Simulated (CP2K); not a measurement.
Two runs for the B K edge of borazine. Run A: CP2K XAS_TDP, all-electron GAPW, PBEh(45%), aug-cc-pVDZ, TDA, no relativity. Run B has a fault in its input.

First lines with a strength over 0.0015. A:

```tsv
atom	energy (eV)	states	strength, one atom
B1 (bonded to 2 N and H), 3 alike	186.23	1	0.0696
	188.98	1	0.0073
	189.90	1	0.0029
	190.84	1	0.0045
	191.42	1	0.0088
```

B:

```tsv
atom	energy (eV)	states	strength, one atom
B1 (bonded to 2 N and H), 3 alike	185.60	1	0.0682
	190.75	1	0.0176
	191.35	1	0.0015
	191.50	1	0.0103
	191.86	1	0.0072
```

What went wrong in run B?

The basis is far too small (basis from aug-cc-pVDZ to 3-21G*). Against PBEh(45%) in aug-cc-pVDZ, the leading line moves by -0.63 eV, to 185.60 eV. The next line of B1 over the strength cut lies 5.15 eV higher, against 2.75. Another fault could leave a like mark.

[Banner, clock and machine lines of the logs are left out without a mark of their own.]

[Logs are printed without paths, hosts, clocks, repeated set-up lines and the standing remarks that a program may print on its own settings, such as how far it seeks lower states.]

[Hosts, paths, dates, database ids (printed as entryN), source tags and the programs' standing remarks are cut or masked in the printed files.]
